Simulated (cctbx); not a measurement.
# Gd2Cu3Ni9As4P3: as given, inverted or twinned?

Space group P-6 (no. 174), a = 9.4270 Å, b = 9.4270 Å, c = 3.7770 Å, α = 90.00°, β = 90.00°, γ = 120.00°.

| atom | mult. | x | y | z | Ueq (Å²) |
| --- | --- | --- | --- | --- | --- |
| Gd1 | 1 | 0 | 0 | 1/2 | 0.0046 |
| Gd2 | 1 | 2/3 | 1/3 | 0 | 0.0061 |
| As1 | 3 | 0.2193 | 0.2680 | 0 | 0.0063 |
| As2 | 1 | 1/3 | 2/3 | 0 | 0.0062 |
| Cu1 | 3 | 0.9471 | 0.2310 | 0 | 0.0067 |
| Ni1 | 3 | 0.2191 | 0.4610 | 1/2 | 0.0064 |
| Ni2 | 3 | 0.3851 | 0.2913 | 1/2 | 0.0060 |
| Ni3 | 3 | 0.4646 | 0.5147 | 0 | 0.0081 |
| P1 | 3 | 0.6341 | 0.5572 | 1/2 | 0.0086 |

The model was made for the exercise: a known structure type with other elements put in, its volume estimated, not relaxed; displacement parameters are assumed.

Data sets are simulated with cctbx and refined with Bijvoet mates kept apart; Flack x is then fitted as the share of an inverted twin with the atoms fixed, Hooft y from the Bijvoet differences. The group is acentric but holds improper operations, so there is an absolute structure (orientation) and no hand.

Untwinned crystal. What Flack and Hooft values should come out?

```csv
λ (Å),extinction (unmodelled),d min (Å),top counts,error (%),model,R1,Flack x,s.u.,Hooft y,s.u.,pairs
0.71073,0,0.77,20000,1.5,as given,0.0112,-0.01,0.03,-0.017,0.022,256
0.71073,0,0.77,20000,1.5,inverted,0.0263,1.01,0.03,1.022,0.022,256
1.54184,0.3,0.83,20000,4,as given,0.0172,-0.001,0.004,0.001,0.005,208
```

With Mo Kα, x is within 3 s.u. of 0, so the absolute structure is right. With Cu Kα, x is within 3 s.u. of 0, so the absolute structure is right. Inverting the model turns x into about 1 − x.

A further crystal gives:

```csv
λ (Å),extinction (unmodelled),d min (Å),top counts,error (%),model,R1,Flack x,s.u.,Hooft y,s.u.,pairs
0.71073,0,0.65,20000,3,as given,0.0192,0.51,0.02,0.501,0.020,419
```

**Question.** What is it?

It was simulated as an inversion twin with a fraction 0.5 of the inverted domain. Flack x is over 3 s.u. from both 0 and 1 and reads that fraction.

[Logs are printed without paths, hosts, clocks, repeated set-up lines and the standing remarks that a program may print on its own settings, such as how far it seeks lower states.]
